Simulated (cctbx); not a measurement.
# Reading a Patterson map

Space group Fd-3m (no. 227, origin choice 1), a = 10.8600 Å, b = 10.8600 Å, c = 10.8600 Å, α = 90.00°, β = 90.00°, γ = 90.00°, content Mn48 Ti48.

Simulated single-crystal data (cctbx): Mo Kα, λ = 0.71073 Å, to d = 0.6 Å, 95 % of the full sphere, strongest reflection 70000 counts, noise from counting, a 6 % proportional error and a noise floor of 15 counts (s.d.); no absorption.

Patterson synthesis, origin scaled to 1000:

```text
Patterson group F m -3 m
      u       v       w   height  length (A)
  0.000   0.000   0.000   1000.0     0.00
  0.000   0.184   0.184    229.0     2.82
  0.250   0.250   0.250    196.7     4.70
  0.097   0.097   0.403    127.4     4.63
  0.063   0.063   0.229    125.3     2.67
  0.000   0.250   0.250     86.1     3.84
  0.107   0.250   0.250     82.3     4.01
  0.201   0.201   0.201     80.1     3.78
  0.125   0.125   0.182     66.6     2.75
  0.136   0.173   0.327     63.5     4.28
  0.000   0.000   0.388     44.5     4.22
  0.000   0.104   0.202      1.1     2.46
  0.000   0.000   0.239     -4.8     2.60
  0.000   0.080   0.420    -11.6     4.65
```

**Question.** Which atom pairs make the peaks, and where is the heaviest atom?

A peak at u stands for all pairs with xi − xj = u, with weight Σ ZiZj against Σ Z² = 53232 at the origin. Peak heights follow these weights only roughly, since form factors, motion and series ripples differ, all vectors within 0.55 Å of a peak are counted as merged into it though the farther ones add only part of their weight, and F(000) is left out, which lowers the whole map:

| u | v | w | shortest length (Å) | height | 1000 ΣZiZj/ΣZ² | pairs in the cell |
| --- | --- | --- | --- | --- | --- | --- |
| 0.000 | 0.184 | 0.184 | 2.83 | 229 | 405 | 16 × Mn–Ti, 16 × Ti–Ti, 8 × Mn–Mn |
| 0.250 | 0.250 | 0.250 | 4.70 | 197 | 218 | 24 × Ti–Ti |
| 0.097 | 0.097 | 0.403 | 4.62 | 127 | 543 | 48 × Mn–Ti, 4 × Mn–Mn |
| 0.063 | 0.063 | 0.229 | 2.67 | 125 | 249 | 8 × Mn–Mn, 8 × Mn–Ti, 8 × Ti–Ti |
| 0.000 | 0.250 | 0.250 | 3.84 | 86 | 94 | 8 × Mn–Mn |
| 0.107 | 0.250 | 0.250 | 4.01 | 82 | 130 | 8 × Mn–Mn, 4 × Ti–Ti |
| 0.201 | 0.201 | 0.201 | 3.78 | 80 | 94 | 8 × Mn–Mn |
| 0.125 | 0.125 | 0.182 | 2.76 | 67 | 83 | 8 × Mn–Ti |
| 0.136 | 0.173 | 0.327 | 4.28 | 64 | 83 | 8 × Mn–Ti |

The table stops at ten peaks or at a height of 45, below which ripples compete. In the model behind the data Mn, the heaviest element, has 2 independent sites: (0.1755, 0.3245, 0.1755) and (3/8, 1/8, 3/8), up to an allowed shift of origin; the Mn–Mn vectors are differences of these positions and their symmetry mates. Elements of similar Z can't be told apart from the map alone. The whole model:

| atom | mult. | x | y | z | Ueq (Å²) |
| --- | --- | --- | --- | --- | --- |
| Mn1 | 32 | 0.1755 | 0.3245 | 0.1755 | 0.0117 |
| Mn2 | 16 | 3/8 | 1/8 | 3/8 | 0.0105 |
| Ti1 | 48 | 1/4 | 0.5564 | 1/4 | 0.0108 |

This is a model crystal, built by substitution and not relaxed, with assumed displacement parameters.

[Logs are printed without paths, hosts, clocks, repeated set-up lines and the standing remarks that a program may print on its own settings, such as how far it seeks lower states.]
